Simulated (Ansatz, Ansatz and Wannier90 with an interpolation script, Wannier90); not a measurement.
# G0W0 band structure of SrLaGaO4 (I4mm)

G0W0 gives levels on a mesh alone; what do the bands of SrLaGaO4 (I4mm) look like between the points?

Program: Ansatz 0.2.0. Level of theory: LDA, Wannier functions and G0W0, plane waves, PAW. Results are calculated unless marked as measured.

Report form: the programs' logs are mostly left out.

### Step 1. Set-up

It takes space group I4mm (No. 107, tetragonal). The conventional cell has a = 3.900 Å, b = 3.900 Å, c = 12.590 Å, α = 90.00°, β = 90.00°, γ = 90.00°. Nearest to Sr lie 9 O at 2.43 to 2.78 Å. La has 9 O at 2.36 to 2.77 Å nearest. Ga has 6 O at 1.95 to 2.13 Å nearest. O has 2 Ga at 1.95 Å and 2 La at 2.60 Å and 2 Sr at 2.69 Å nearest. Nearest to O lie 1 Ga at 2.13 Å and 1 Sr at 2.43 Å and 4 La at 2.77 Å. Nearest to O lie 1 Ga at 2.09 Å and 1 La at 2.36 Å and 4 Sr at 2.78 Å. Farther neighbours and most contacts between anions are not listed.

The cell and positions are those that the Materials Project relaxed with its own functionals (PBE, PBE+U or r2SCAN), kept fixed. At the settings of the band run the largest force is still 0.25 eV/Å. Spin-orbit coupling is left out unless a step names it. The default PAW set here is soft_2. Its files were made with PBE.

### Step 2. LDA bands

The cheap functional maps the bands first; the places of the edges decide which points the dearer methods must see.

This step: DFT, LDA, plane waves, PAW.

input.yaml reads:

```yaml
crystal:
  lattice:
    - [-1.949933, 1.949933, 6.295103]
    - [1.949933, -1.949933, 6.295103]
    - [1.949933, 1.949933, -6.295103]
  atoms:
    - { symbol: Sr, position: [0.641764, 0.641764, 0.0] }
    - { symbol: La, position: [0.35792, 0.35792, 0.0] }
    - { symbol: Ga, position: [0.00459, 0.00459, 0.0] }
    - { symbol: O, position: [0.994913, 0.494913, 0.5] }
    - { symbol: O, position: [0.494913, 0.994913, 0.5] }
    - { symbol: O, position: [0.835076, 0.835076, 0.0] }
    - { symbol: O, position: [0.170824, 0.170824, 0.0] }
kpoints:
  mp_grid: { grid: [6, 6, 6] }
  band_path:
    path:
      - [[0.0, 0.0, 0.0], [0.0, 0.0, 0.5], [0.25, 0.25, 0.25], [0.0, 0.5, 0.0], [0.0, 0.0, 0.0], [0.5, 0.5, -0.5], [0.27398688, 0.72601312, -0.27398688]]
      - [[-0.27398688, 0.27398688, 0.27398688], [0.0, 0.0, 0.0]]
      - [[0.0, 0.0, 0.5], [-0.04797375, 0.04797375, 0.5]]
      - [[0.5, 0.5, -0.04797375], [0.5, 0.5, -0.5]]
    npoints: 10
hamiltonian:
  xc: lda
scf:
  occupations: { method: fermi_dirac, width: 0.02 }
  n_extra_bands: 50
output:
  eigenvalues: true
  forces: true
  stress: true
  fatbands: true
  write_density: true
  write_potential: true
  elf: true
  volumetric_format: npy
```

The run is started by

```console
$ ansatz run input.yaml --threads 4 --pin off --max-ram 18432MiB --backend cpu --events-out ev --progress --plain --runs-dir out
```

Elapsed: 42 s, on 4 threads of Arm Neoverse V1, shared host; peak memory 0.76 GiB; 2.8 min of CPU time.

This step gave:

| Item | Value |
| --- | --- |
| pressure | -10.14 GPa |
| filled bands | 29 |
| gap | 3.231 eV |
| valence top at | k = (-0.137, 0.137, 0.137) |
| conduction bottom at | M |
| least direct gap | 3.472 eV |

The gap is indirect, with the least direct gap 0.24 eV higher. The pressure of -10 GPa says that this functional would shrink the cell; it is kept.

The electronic bands at the labelled points (eV, zero at the top of the highest nominally filled band):

| point | band 26 | band 27 | band 28 | band 29 | band 30 | band 31 | band 32 | band 33 |
| --- | --- | --- | --- | --- | --- | --- | --- | --- |
| Γ | -0.71 | -0.25 | -0.25 | -0.18 | 3.70 | 3.77 | 4.58 | 4.69 |
| halfway | -0.83 | -0.81 | -0.18 | -0.08 | 4.26 | 4.58 | 4.67 | 4.72 |
| X | -0.28 | -0.15 | -0.13 | -0.12 | 4.50 | 4.54 | 4.66 | 4.75 |
| halfway | -0.34 | -0.18 | -0.15 | -0.13 | 4.51 | 4.54 | 4.68 | 4.75 |
| P | -0.33 | -0.33 | -0.15 | -0.13 | 4.53 | 4.53 | 4.72 | 4.72 |
| halfway | -0.70 | -0.51 | -0.36 | -0.31 | 4.51 | 4.56 | 4.66 | 4.69 |
| N | -0.93 | -0.61 | -0.33 | -0.25 | 4.45 | 4.60 | 4.69 | 4.75 |
| halfway | -0.95 | -0.74 | -0.62 | -0.04 | 4.02 | 4.64 | 4.68 | 4.76 |
| Γ | -0.71 | -0.25 | -0.25 | -0.18 | 3.70 | 3.77 | 4.58 | 4.69 |
| halfway | -0.60 | -0.56 | -0.26 | -0.26 | 3.45 | 4.02 | 4.52 | 4.69 |
| M | -0.56 | -0.56 | -0.24 | -0.24 | 3.23 | 4.07 | 4.44 | 4.68 |
| halfway | -0.89 | -0.50 | -0.39 | -0.21 | 3.85 | 4.54 | 4.69 | 4.76 |
| S | -0.86 | -0.70 | -0.39 | -0.10 | 4.43 | 4.59 | 4.69 | 4.75 |
| jump to S0 | -0.86 | -0.70 | -0.39 | -0.10 | 4.43 | 4.59 | 4.69 | 4.75 |
| halfway | -1.02 | -0.78 | -0.68 | 0.00 | 4.08 | 4.66 | 4.68 | 4.76 |
| Γ | -0.71 | -0.25 | -0.25 | -0.18 | 3.70 | 3.77 | 4.58 | 4.69 |
| jump to X | -0.28 | -0.15 | -0.13 | -0.12 | 4.50 | 4.54 | 4.66 | 4.75 |
| halfway | -0.28 | -0.18 | -0.14 | -0.11 | 4.50 | 4.55 | 4.66 | 4.74 |
| R | -0.28 | -0.27 | -0.15 | -0.10 | 4.50 | 4.55 | 4.67 | 4.73 |
| jump to G | -0.28 | -0.27 | -0.15 | -0.10 | 4.50 | 4.55 | 4.67 | 4.73 |
| halfway | -0.67 | -0.35 | -0.32 | -0.17 | 4.21 | 4.60 | 4.68 | 4.71 |
| M | -0.56 | -0.56 | -0.24 | -0.24 | 3.23 | 4.07 | 4.44 | 4.68 |

Valence density in the ac plane of the conventional cell at fractional y = 0.500, with atoms of Sr and La and Ga and O within 0.2 Å of it. It is the smooth field of the valence electrons, not physical close to the nuclei.

Ten steps, logarithmic in the rise over the least value, from '0' (0 e/Å³) to '9' (34 e/Å³), each cell a mean:
```
65310000001245
22111222221112
00013333332100
00023333332100
00012333321000
00000112110000
00001233321000
00012466531000
00002355431000
00001122210000
32111234311122
65322599742245
65322467531245
22101112110112
00001233321000
00012466531000
00002355431000
00000122110000
00000122110000
00012344431000
00013443442100
00012344431000
32100111110112
65310000001245
```
Columns run along a (3.9 Å), rows up along c (12.6 Å), edges of the conventional cell, whose origin can differ from the input's. Atoms in or near the plane, at fractional coordinates: Sr at (0.50, 0.14), La at (0.50, 0.86), Ga at (0.50, 0.50), O at (0.00, 0.49), O at (0.00, 0.99), O at (0.50, 0.34), O at (0.50, 0.67).

Electrostatic potential energy in the ac plane of the conventional cell at fractional y = 0.500, with atoms of Sr and La and Ga and O within 0.2 Å of it. With pseudopotentials it is smooth inside the atoms' cores, unlike the true potential.

Values in eV, 24 rows by 14 columns, each cell a mean:
```
-35 -23  -2  12  11  10   8   8   9  10  12   9 -11 -29
  6   9  11   8   2  -7 -15 -16 -12  -4   5  10  11   7
 13  12   8  -1 -20 -33 -29 -24 -32 -30 -11   4  10  12
 12  11   6  -5 -27 -34 -17  -6 -26 -35 -17   1   8  11
 12  11   9   3  -9 -23 -30 -31 -28 -18  -3   6  10  12
 13  13  12  11   8   5   1   1   3   6   9  11  12  13
 13  14  14  14  13   7  -3  -6   1  11  14  14  14  14
 13  14  14  14   9 -16 -35 -42 -29  -6  14  14  14  13
 13  14  14  14  12  -5 -22 -27 -16   3  14  14  14  13
 14  14  14  14  12  10   6   5   8  11  13  14  14  14
  4   8  12  10   3  -5  -9 -10  -8  -2   7  11  11   6
-37 -26  -5   5  -7 -12 -10  -8 -11 -11  -1   4 -15 -32
-35 -24  -4   7  -3 -11 -11 -11 -11  -9   2   6 -13 -30
  6   9  13  12  10   5   1   0   2   7  11  13  12   8
 13  13  14  14  13   8  -1  -4   2  11  14  14  14  13
 12  13  14  14   9 -15 -34 -42 -28  -5  13  14  13  12
 13  13  14  14  11  -6 -24 -29 -18   2  14  14  13  13
 13  13  14  14  13  12  10   8  11  13  14  14  13  13
 13  13  12  11   8   4  -1  -2   1   5   9  11  13  13
 13  12  10   5  -8 -32 -45 -46 -41 -23  -1   7  11  13
 13  12   9   2 -24 -49 -50 -50 -50 -44  -8   5  10  13
 14  13  11   6  -5 -27 -41 -43 -37 -18   1   9  12  14
  4   8  12  12   9   5   2   0   3   7  10  12  11   6
-37 -25  -3  13  13  12  11  11  11  12  13   9 -13 -31
```
Columns run along a (3.9 Å; values clipped at the 3rd and 97th percentile), rows up along c (12.6 Å), edges of the conventional cell, whose origin can differ from the input's. Atoms in or near the plane, at fractional coordinates: Sr at (0.50, 0.14), La at (0.50, 0.86), Ga at (0.50, 0.50), O at (0.00, 0.49), O at (0.00, 0.99), O at (0.50, 0.34), O at (0.50, 0.67).

### Step 3. Overlaps and projections on 6×6×6

This step: overlaps and projections of LDA states for Wannier90, plane waves, PAW.

input.yaml, the sections that differ from step 2:

```yaml
kpoints:
  mp_grid: { grid: [6, 6, 6] }
scf:
  occupations: { method: fixed }
  n_extra_bands: 50
output:
  wannier:
    kmesh: [6, 6, 6]
    projections:
      - { species: La, l: d, shell: 5 }
      - { species: La, l: f, shell: 4 }
      - { species: O, l: p, shell: 2 }
    minimise: false
    seedname: w
    disentanglement: { window: [1.83, 18.54], frozen_window: [1.83, 12.89] }
# crystal, hamiltonian: as in step 2
```

Elapsed: 24 s, on 4 threads; peak memory 0.95 GiB.

### Step 4. Wannier functions by Wannier90 (La:5d La:4f O:2p) on 6×6×6

Localised functions give a small Hamiltonian that interpolates between mesh points at no cost.

This step: maximally localised Wannier functions from the overlaps of LDA states (plane waves, PAW).

w.win reads:

```
num_iter = 1200
conv_tol = 1.0e-8
conv_window = 5
dis_num_iter = 4000
dis_conv_tol = 1.0e-8
dis_mix_ratio = 0.7
write_hr = true
use_ws_distance = false
num_print_cycles = 50
! ansatz wannier90 interface
! projections by site (counted from 0) and shell: 1 5D, 1 4F, 3 2P, 4 2P, 5 2P, 6 2P
! states of the run's bands (counted from 1): 1-48
num_bands = 48
num_wann  = 24
dis_win_min = 1.83
dis_win_max = 18.54
dis_froz_min = 1.83
dis_froz_max = 12.89
guiding_centres = true
ws_search_size = 2 2 3

begin unit_cell_cart
Ang
                -1.949933                 1.949933                 6.295103
                 1.949933                -1.949933                 6.295103
                 1.949933                 1.949933                -6.295103
end unit_cell_cart

begin atoms_frac
Sr                  0.641764                 0.641764                      0.0
La                   0.35792                  0.35792                      0.0
Ga                   0.00459                  0.00459                      0.0
O                   0.994913                 0.494913                      0.5
O                   0.494913                 0.994913                      0.5
O                   0.835076                 0.835076                      0.0
O                   0.170824                 0.170824                      0.0
end atoms_frac

mp_grid = 6 6 6

[... the mesh's points ...]
```

The run is started by

```console
$ OMP_NUM_THREADS=1 mpirun -n 4 wannier90.x w > wannier90.x.log
```

Wall time 53 s (4 MPI ranks).

This step gave:

- gauge-invariant spread: 32.87 Å²
- diagonal spread: 0.02865 Å²
- off-diagonal spread: 2.458 Å²
- total spread: 35.36 Å²
- disentanglement steps: 106
- r.m.s. interpolation error: 8.42e-4 eV
- r.m.s. error near the gap: 9.53e-4 eV

Near the gap the model misses directly solved bands by 1.0 meV r.m.s. and by 17 meV at most in the window tested. This tests the starting bands, not the corrections carried with them.

Wannier functions, by row:

| function | x (Å) | y (Å) | z (Å) | spread (Å²) | nearest atom | distance (Å) |
| --- | --- | --- | --- | --- | --- | --- |
| 1 | 0 | 0 | 5.42 | 3.764 | La2 | 0.913 |
| 2 | 0 | 0 | 4.027 | 2.943 | La2 | 0.48 |
| 3 | 0 | 0 | 4.027 | 2.943 | La2 | 0.48 |
| 4 | 0 | 0 | 4.222 | 2.267 | La2 | 0.284 |
| 5 | 0 | 0 | 4.783 | 1.763 | La2 | 0.277 |
| 6 | 0 | 0 | 4.383 | 1.089 | La2 | 0.124 |
| 7 | 0 | 0 | 4.672 | 1.25 | La2 | 0.165 |
| 8 | 0 | 0 | 4.672 | 1.25 | La2 | 0.165 |
| 9 | 0 | 0 | 4.696 | 1.456 | La2 | 0.19 |
| 10 | 0 | 0 | 4.27 | 1.496 | La2 | 0.237 |
| 11 | 0 | 0 | 4.507 | 0.55 | La2 | 0.001 |
| 12 | 0 | 0 | 4.507 | 0.55 | La2 | 0.001 |
| 13 | 0 | 1.95 | 6.295 | 1.152 | O4 | 0.064 |
| 14 | 0 | 1.95 | 6.259 | 1.261 | O4 | 0.028 |
| 15 | 0 | 1.95 | 6.249 | 1.139 | O4 | 0.018 |
| 16 | 1.95 | 0 | 6.295 | 1.152 | O5 | 0.064 |
| 17 | 1.95 | 0 | 6.249 | 1.139 | O5 | 0.018 |
| 18 | 1.95 | 0 | 6.259 | 1.261 | O5 | 0.028 |
| 19 | 0 | 0 | 10.57 | 1.238 | O6 | 0.053 |
| 20 | 0 | 0 | 10.52 | 1.025 | O6 | 0.009 |
| 21 | 0 | 0 | 10.52 | 1.025 | O6 | 0.009 |
| 22 | 0 | 0 | 2.066 | 1.479 | O7 | 0.085 |
| 23 | 0 | 0 | 2.106 | 1.085 | O7 | 0.045 |
| 24 | 0 | 0 | 2.106 | 1.085 | O7 | 0.045 |

Frozen up to 3.73 eV; above it the model need not follow the bands. Electronic bands along the path, in eV, zero at the valence-band top:

| point | band 26 | band 27 | band 28 | band 29 | band 30 | band 31 | band 32 | band 33 |
| --- | --- | --- | --- | --- | --- | --- | --- | --- |
| Γ | -0.71 | -0.25 | -0.25 | -0.18 | 3.70 | 4.67 | 4.69 | 4.91 |
| halfway | -0.83 | -0.81 | -0.17 | -0.08 | 4.29 | 4.62 | 4.69 | 4.74 |
| X | -0.28 | -0.15 | -0.13 | -0.12 | 4.50 | 4.54 | 4.66 | 4.76 |
| halfway | -0.34 | -0.18 | -0.15 | -0.13 | 4.52 | 4.54 | 4.70 | 4.76 |
| P | -0.32 | -0.32 | -0.15 | -0.13 | 4.54 | 4.54 | 4.75 | 4.75 |
| halfway | -0.70 | -0.51 | -0.36 | -0.31 | 4.51 | 4.60 | 4.68 | 4.70 |
| N | -0.93 | -0.61 | -0.33 | -0.25 | 4.47 | 4.66 | 4.69 | 4.76 |
| halfway | -0.95 | -0.74 | -0.62 | -0.03 | 4.07 | 4.67 | 4.69 | 4.80 |
| Γ | -0.71 | -0.25 | -0.25 | -0.18 | 3.70 | 4.67 | 4.69 | 4.91 |
| halfway | -0.60 | -0.56 | -0.26 | -0.26 | 3.45 | 4.65 | 4.69 | 4.90 |
| M | -0.56 | -0.56 | -0.24 | -0.24 | 3.23 | 4.62 | 4.69 | 4.89 |
| halfway | -0.89 | -0.50 | -0.39 | -0.21 | 3.87 | 4.65 | 4.69 | 4.78 |
| S | -0.86 | -0.70 | -0.39 | -0.10 | 4.45 | 4.66 | 4.70 | 4.75 |
| jump to S0 | -0.86 | -0.70 | -0.39 | -0.10 | 4.45 | 4.66 | 4.70 | 4.75 |
| halfway | -1.02 | -0.78 | -0.68 | 0.00 | 4.14 | 4.67 | 4.68 | 4.80 |
| Γ | -0.71 | -0.25 | -0.25 | -0.18 | 3.70 | 4.67 | 4.69 | 4.91 |
| jump to X | -0.28 | -0.15 | -0.13 | -0.12 | 4.50 | 4.54 | 4.66 | 4.76 |
| halfway | -0.28 | -0.18 | -0.14 | -0.11 | 4.50 | 4.55 | 4.66 | 4.76 |
| R | -0.28 | -0.27 | -0.15 | -0.10 | 4.50 | 4.55 | 4.67 | 4.75 |
| jump to G | -0.28 | -0.27 | -0.15 | -0.10 | 4.50 | 4.55 | 4.67 | 4.75 |
| halfway | -0.66 | -0.35 | -0.32 | -0.17 | 4.23 | 4.66 | 4.70 | 4.73 |
| M | -0.56 | -0.56 | -0.24 | -0.24 | 3.23 | 4.62 | 4.69 | 4.89 |

The same for Kohn-Sham, solved directly:

| point | band 26 | band 27 | band 28 | band 29 | band 30 | band 31 | band 32 | band 33 |
| --- | --- | --- | --- | --- | --- | --- | --- | --- |
| Γ | -0.71 | -0.25 | -0.25 | -0.18 | 3.70 | 3.77 | 4.58 | 4.69 |
| X | -0.28 | -0.15 | -0.13 | -0.12 | 4.50 | 4.54 | 4.66 | 4.75 |
| P | -0.33 | -0.33 | -0.15 | -0.13 | 4.53 | 4.53 | 4.72 | 4.72 |
| N | -0.93 | -0.61 | -0.33 | -0.25 | 4.45 | 4.60 | 4.69 | 4.75 |
| Γ | -0.71 | -0.25 | -0.25 | -0.18 | 3.70 | 3.77 | 4.58 | 4.69 |
| M | -0.56 | -0.56 | -0.24 | -0.24 | 3.23 | 4.07 | 4.44 | 4.68 |
| S | -0.86 | -0.70 | -0.39 | -0.10 | 4.43 | 4.59 | 4.69 | 4.75 |
| S0 | -0.86 | -0.70 | -0.39 | -0.10 | 4.43 | 4.59 | 4.69 | 4.75 |
| Γ | -0.71 | -0.25 | -0.25 | -0.18 | 3.70 | 3.77 | 4.58 | 4.69 |
| X | -0.28 | -0.15 | -0.13 | -0.12 | 4.50 | 4.54 | 4.66 | 4.75 |
| R | -0.28 | -0.27 | -0.15 | -0.10 | 4.50 | 4.55 | 4.67 | 4.73 |
| G | -0.28 | -0.27 | -0.15 | -0.10 | 4.50 | 4.55 | 4.67 | 4.73 |
| M | -0.56 | -0.56 | -0.24 | -0.24 | 3.23 | 4.07 | 4.44 | 4.68 |

### Step 5. G0W0 at every point of the mesh: 6×6×6 mesh, 285 empty bands, screening to 120 eV

Now the one-shot GW correction: screening in the RPA, then the self-energy of the levels asked for.

This step: G0W0 on LDA, plane waves, PAW.

input.yaml, the sections that differ from step 3:

```yaml
scf:
  occupations: { method: fixed }
gw:
  n_empty_bands: 285
  ecut_chi: 120.0
  qp_bands: [v12, c2]
  screening: { model: contour_deformation }
# crystal, kpoints, hamiltonian: as in step 3
# output: removed
```

The run is started by

```console
$ ansatz run input.yaml --threads 4 --pin off --max-ram 18432MiB --backend cpu --events-out ev --progress --plain --runs-dir out
```

It took 65 min on 4 threads; peak memory 1.6 GiB.

Numbers from this step:

```yaml
bands_summed: 314
rpa_eps_infinity_on_this_mesh_eigenvalues: 4.401, 4.401, 4.623
plane_waves_in_the_screening_matrix: 287
q_points_in_the_mesh: 216
g0w0_gap_on_the_mesh: 5.146 eV
k_of_the_valence_top: 0, 0, 0.1667
k_of_the_conduction_bottom: -0.5, -0.5, -0.5
starting_gap_on_the_mesh: 3.255 eV
z_at_the_valence_top: 0.7537
z_at_the_conduction_bottom: 0.8143
least_direct_g0w0_gap_on_the_computed_points: 5.346 eV
```

The gap on the mesh goes from 3.25 eV to 5.15 eV, a correction of +1.89 eV. Between the two edge states, bare exchange in place of the xc potential would open the gap by 11.10 eV, and correlation takes back 9.22 eV. The start differs from the 3.23 eV found before because this mesh misses an edge.

### Step 6. Interpolating the corrections

A script adds the corrections, carried to the Wannier functions and back, to the LDA levels, along the path and on a 18×18×18 mesh.

* G0W0 gap over the zone: 5.111 eV
* conduction bottom at: M
* starting gap over the zone: 3.23 eV
* least direct G0W0 gap: 5.346 eV
* G0W0 gap on the mesh: 5.146 eV
* valence width, start: 7.178 eV
* valence width, G0W0: 7.323 eV
* gap by a rigid shift: 5.121 eV

Levels solved directly plus the interpolated quasiparticle correction. Limits: finite bands, cutoff and mesh; f levels unsure; no spin-orbit coupling. The quasiparticle bands at the labelled points (eV, zero at the valence-band top of each set):

| point | band 26 | band 27 | band 28 | band 29 | band 30 |
| --- | --- | --- | --- | --- | --- |
| Γ | -0.83 | -0.23 | -0.23 | -0.16 | 6.36 |
| halfway | -0.92 | -0.89 | -0.16 | -0.08 | 6.48 |
| X | -0.29 | -0.20 | -0.12 | -0.09 | 6.70 |
| halfway | -0.36 | -0.20 | -0.16 | -0.12 | 6.71 |
| P | -0.33 | -0.33 | -0.20 | -0.12 | 6.73 |
| halfway | -0.77 | -0.55 | -0.39 | -0.34 | 6.71 |
| N | -1.04 | -0.65 | -0.36 | -0.28 | 6.65 |
| halfway | -1.04 | -0.79 | -0.68 | -0.03 | 6.21 |
| Γ | -0.83 | -0.23 | -0.23 | -0.16 | 6.36 |
| halfway | -0.67 | -0.57 | -0.25 | -0.25 | 5.61 |
| M | -0.61 | -0.61 | -0.23 | -0.23 | 5.11 |
| halfway | -0.98 | -0.54 | -0.38 | -0.22 | 6.17 |
| S | -0.96 | -0.73 | -0.41 | -0.13 | 6.61 |
| jump to S0 | -0.96 | -0.73 | -0.41 | -0.13 | 6.61 |
| halfway | -1.12 | -0.83 | -0.74 | 0.00 | 6.15 |
| Γ | -0.83 | -0.23 | -0.23 | -0.16 | 6.36 |
| jump to X | -0.29 | -0.20 | -0.12 | -0.09 | 6.70 |
| halfway | -0.29 | -0.23 | -0.13 | -0.09 | 6.70 |
| R | -0.32 | -0.30 | -0.15 | -0.09 | 6.70 |
| jump to G | -0.32 | -0.30 | -0.15 | -0.09 | 6.70 |
| halfway | -0.67 | -0.38 | -0.36 | -0.13 | 6.34 |
| M | -0.61 | -0.61 | -0.23 | -0.23 | 5.11 |

The same for LDA:

| point | band 26 | band 27 | band 28 | band 29 | band 30 |
| --- | --- | --- | --- | --- | --- |
| Γ | -0.71 | -0.25 | -0.25 | -0.18 | 3.70 |
| X | -0.28 | -0.15 | -0.13 | -0.12 | 4.50 |
| P | -0.33 | -0.33 | -0.15 | -0.13 | 4.53 |
| N | -0.93 | -0.61 | -0.33 | -0.25 | 4.45 |
| Γ | -0.71 | -0.25 | -0.25 | -0.18 | 3.70 |
| M | -0.56 | -0.56 | -0.24 | -0.24 | 3.23 |
| S | -0.86 | -0.70 | -0.39 | -0.10 | 4.43 |
| S0 | -0.86 | -0.70 | -0.39 | -0.10 | 4.43 |
| Γ | -0.71 | -0.25 | -0.25 | -0.18 | 3.70 |
| X | -0.28 | -0.15 | -0.13 | -0.12 | 4.50 |
| R | -0.28 | -0.27 | -0.15 | -0.10 | 4.50 |
| G | -0.28 | -0.27 | -0.15 | -0.10 | 4.50 |
| M | -0.56 | -0.56 | -0.24 | -0.24 | 3.23 |

(Part 1 of 2 ends here.)

[Paths, hosts, dates, memory and timing lines, banners, echoed tables and standing remarks are left out of the program output.]

[Logs are printed without paths, hosts, clocks, repeated set-up lines and the standing remarks that a program may print on its own settings, such as how far it seeks lower states.]

[Runs of the session that timed out or met a known fault of the program may be left out.]

[Hosts, paths, dates, database ids (printed as entryN), source tags and the programs' standing remarks are cut or masked in the printed files.]
